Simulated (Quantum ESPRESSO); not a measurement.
**GaN (F-43m): a mode Grüneisen parameter, worked out**

Aim: the Grüneisen parameter and the pressure coefficient of an optical mode of GaN (F-43m).

Method: DFT PBE, scalar-relativistic, plane waves, PseudoDojo norm-conserving pseudopotentials, in Quantum ESPRESSO 7.5.

### 1. The relaxed structure

It takes space group F-43m (No. 216, cubic). Conventional cell: a = 4.549 Å, b = 4.549 Å, c = 4.549 Å, α = 90.00°, β = 90.00°, γ = 90.00°. Ga has 4 N at 1.97 Å nearest. Nearest to N lie 4 Ga at 1.97 Å. Farther neighbours and most contacts between anions are not listed.

This is the cell after its relaxation at this level of theory, not the database cell from which that began.

### 2. Runs at several volumes

The relaxed cell is scaled uniformly; in this structure symmetry fixes all atoms, so nothing has to be relaxed anew. Each volume gets a ground state and a response at Γ. The mode followed is the highest one without the macroscopic field, of symmetry T2; longitudinal polar modes lie higher. Cutoff 92 Ry, k mesh 12×12×12.

From the response at V/V₀ = 0.94:

Log:

```text
[banners, grids, parts of the stress and lines that vanish by symmetry left out]
Program PHONON v.7.5
     Reading xml data from directory:

[...]
Exchange-correlation= PBE
                           (   1   4   3   4   0   0   0)
[...]
kinetic-energy cut-off    =      92.0000  Ry
     charge density cut-off    =     368.0000  Ry
     convergence threshold     =      1.0E-18
[...]
Exchange-correlation= PBE
                           (   1   4   3   4   0   0   0)
[...]
q = (   0.0000000   0.0000000   0.0000000 )
     25 Sym.Ops. (with q -> -q+G )
     G cutoff =  661.1230  (  17933 G-vectors)     FFT grid: ( 40, 40, 40)
     number of k points=    72
[...]
Mode symmetry, T_d (-43m)  point group:
[...]
Dielectric constant
[...]
End of electric fields calculation
          Dielectric constant in cartesian axis
          (       5.771680540      -0.000000000      -0.000000000 )
          (      -0.000000000       5.771680540       0.000000000 )
          (      -0.000000000       0.000000000       5.771680540 )
          Effective charges (d Force / dE) in cartesian axis without acoustic sum rule applied (asr)
           atom    1  Ga    Mean Z*:        2.66620
      Ex  (        2.66620        0.00000        0.00000 )
      Ey  (       -0.00000        2.66620        0.00000 )
      Ez  (        0.00000        0.00000        2.66620 )
           atom    2  N     Mean Z*:       -2.66680
      Ex  (       -2.66680        0.00000       -0.00000 )
      Ey  (       -0.00000       -2.66680       -0.00000 )
      Ez  (       -0.00000        0.00000       -2.66680 )
          Effective charges Sum: Mean:       -0.00060
[...]
Effective charges (d Force / dE) in cartesian axis with asr applied:
           atom    1  Ga    Mean Z*:        2.66650
[...]
atom    2  N     Mean Z*:       -2.66650
[...]
Representation #   1 modes #   1   2   3
[...]
End of self-consistent calculation
     Convergence has been achieved
     Representation #   2 modes #   4   5   6
[...]
End of self-consistent calculation
     Convergence has been achieved
[...]
Dielectric constant in cartesian axis
          (       5.771680540      -0.000000000      -0.000000000 )
          (      -0.000000000       5.771680540       0.000000000 )
          (      -0.000000000       0.000000000       5.771680540 )
          Effective charges (d Force / dE) in cartesian axis without acoustic sum rule applied (asr)
           atom    1  Ga    Mean Z*:        2.66620
      Ex  (        2.66620        0.00000        0.00000 )
      Ey  (       -0.00000        2.66620        0.00000 )
      Ez  (        0.00000        0.00000        2.66620 )
           atom    2  N     Mean Z*:       -2.66680
      Ex  (       -2.66680        0.00000       -0.00000 )
      Ey  (       -0.00000       -2.66680       -0.00000 )
      Ez  (       -0.00000        0.00000       -2.66680 )
          Effective charges Sum: Mean:       -0.00060
[...]
Effective charges (d Force / dE) in cartesian axis with asr applied:
           atom    1  Ga    Mean Z*:        2.66650
[...]
atom    2  N     Mean Z*:       -2.66650
[...]
q = (    0.000000000   0.000000000   0.000000000 )
[...]
freq (    1) =       0.030206 [THz] =       1.007571 [cm-1]
     freq (    2) =       0.030206 [THz] =       1.007571 [cm-1]
     freq (    3) =       0.030206 [THz] =       1.007571 [cm-1]
     freq (    4) =      17.008151 [THz] =     567.330854 [cm-1]
     freq (    5) =      17.008151 [THz] =     567.330854 [cm-1]
     freq (    6) =      17.008151 [THz] =     567.330854 [cm-1]
[...]
Mode symmetry, T_d (-43m)  point group:
     freq (   1-   3) =          1.0  [cm-1]   --> T_2  G_15 P_4   I+R
     freq (   4-   6) =        567.3  [cm-1]   --> T_2  G_15 P_4   I+R

   JOB DONE.
```

One volume, V/V₀ = 0.97, is held back as a test.

| V/V₀ | volume (Å³/atom) | pressure (GPa) | ω (cm⁻¹) |
| --- | --- | --- | --- |
| 0.94 | 11.064 | 12.27 | 567.33 |
| 0.97 | 11.417 | 5.65 | held back |
| 1 | 11.770 | 0.04 | 517.70 |
| 1.03 | 12.123 | -4.73 | 495.12 |
| 1.06 | 12.476 | -8.78 | 473.86 |

### 3. The fit

The mode Grüneisen parameter is γ = −d ln ω / d ln V.

| ln(V/V₀) | ln ω |
| --- | --- |
| -0.0619 | 6.3409 |
| 0.0000 | 6.2494 |
| 0.0296 | 6.2048 |
| 0.0583 | 6.1609 |

A straight line through these points has the slope -1.497, so γ = 1.50; at V/V₀ = 0.97 it predicts ω = exp(6.2487 + 0.0456) = 541.49 cm⁻¹.

A parabola of pressure against ln V through V/V₀ = 0.97, 1 and 1.03 gives the bulk modulus B = −dP/d ln V = 173 GPa at V₀. With ω₀ from the fitted line the pressure coefficient follows as dω/dP = γ ω₀ / B = 1.50 × 517.4 / 173 = 4.48 cm⁻¹/GPa.

### 4. The run that was held back

Log:

```text
[banners, grids, parts of the stress and lines that vanish by symmetry left out]
[banner, memory and clock lines left out]
Program PHONON v.7.5

[...]
Exchange-correlation= PBE
                           (   1   4   3   4   0   0   0)
[...]
kinetic-energy cut-off    =      92.0000  Ry
     charge density cut-off    =     368.0000  Ry
     convergence threshold     =      1.0E-18
[...]
Exchange-correlation= PBE
                           (   1   4   3   4   0   0   0)
[...]
q = (   0.0000000   0.0000000   0.0000000 )
     25 Sym.Ops. (with q -> -q+G )
     G cutoff =  675.1156  (  18421 G-vectors)     FFT grid: ( 40, 40, 40)
     number of k points=    72
[...]
Mode symmetry, T_d (-43m)  point group:
[...]
Dielectric constant
[...]
End of electric fields calculation
          Dielectric constant in cartesian axis
          (       5.959618842      -0.000000000      -0.000000000 )
          (      -0.000000000       5.959618842      -0.000000000 )
          (       0.000000000       0.000000000       5.959618842 )
          Effective charges (d Force / dE) in cartesian axis without acoustic sum rule applied (asr)
           atom    1  Ga    Mean Z*:        2.68197
      Ex  (        2.68197        0.00000       -0.00000 )
      Ey  (       -0.00000        2.68197       -0.00000 )
      Ez  (        0.00000       -0.00000        2.68197 )
           atom    2  N     Mean Z*:       -2.68291
      Ex  (       -2.68291        0.00000        0.00000 )
      Ey  (       -0.00000       -2.68291        0.00000 )
      Ez  (        0.00000        0.00000       -2.68291 )
[...]
Representation #   1 modes #   1   2   3
[...]
End of self-consistent calculation
     Convergence has been achieved
     Representation #   2 modes #   4   5   6
[...]
End of self-consistent calculation
     Convergence has been achieved
[...]
Dielectric constant in cartesian axis
          (       5.959618842      -0.000000000      -0.000000000 )
          (      -0.000000000       5.959618842      -0.000000000 )
          (       0.000000000       0.000000000       5.959618842 )
          Effective charges (d Force / dE) in cartesian axis without acoustic sum rule applied (asr)
           atom    1  Ga    Mean Z*:        2.68197
      Ex  (        2.68197        0.00000       -0.00000 )
      Ey  (       -0.00000        2.68197       -0.00000 )
      Ez  (        0.00000       -0.00000        2.68197 )
           atom    2  N     Mean Z*:       -2.68291
      Ex  (       -2.68291        0.00000        0.00000 )
      Ey  (       -0.00000       -2.68291        0.00000 )
      Ez  (        0.00000        0.00000       -2.68291 )
          Effective charges Sum: Mean:       -0.00094
[...]
Effective charges (d Force / dE) in cartesian axis with asr applied:
           atom    1  Ga    Mean Z*:        2.68244
[...]
atom    2  N     Mean Z*:       -2.68244
[...]
q = (    0.000000000   0.000000000   0.000000000 )
[...]
freq (    1) =      -0.045990 [THz] =      -1.534072 [cm-1]
     freq (    2) =      -0.045990 [THz] =      -1.534072 [cm-1]
     freq (    3) =      -0.045990 [THz] =      -1.534072 [cm-1]
     freq (    4) =      16.240729 [THz] =     541.732422 [cm-1]
     freq (    5) =      16.240729 [THz] =     541.732422 [cm-1]
     freq (    6) =      16.240729 [THz] =     541.732422 [cm-1]
[...]
Mode symmetry, T_d (-43m)  point group:
     freq (   1-   3) =         -1.5  [cm-1]   --> T_2  G_15 P_4   I+R
     freq (   4-   6) =        541.7  [cm-1]   --> T_2  G_15 P_4   I+R
```

It gives 541.73 cm⁻¹ against the predicted 541.49 cm⁻¹, a miss of 0.2 cm⁻¹.

### 5. Results

* mode Grüneisen parameter: 1.497
* bulk modulus: 173 GPa
* pressure coefficient: 4.48 cm⁻¹/GPa

In words: The highest optical mode of GaN (F-43m) without the LO-TO term stiffens by 4.48 cm⁻¹ a GPa near the relaxed volume, with γ = 1.50. The power law meets all 5 runs within 0.07 %; between neighbouring volumes γ runs from 1.47 to 1.53. Such a coefficient turns a measured shift of this mode into a hydrostatic stress; uniaxial or biaxial stress splits the mode and needs deformation potentials. These are harmonic values at zero temperature for the structure held cubic, which a run at Γ can't show to be stable; the bulk modulus rests on three points.

[Host names and launcher messages were left out of these logs when they were recorded.]

[Logs are printed without paths, hosts, clocks, repeated set-up lines and the standing remarks that a program may print on its own settings, such as how far it seeks lower states.]

[Hosts, paths, dates, database ids (printed as entryN), source tags and the programs' standing remarks are cut or masked in the printed files.]
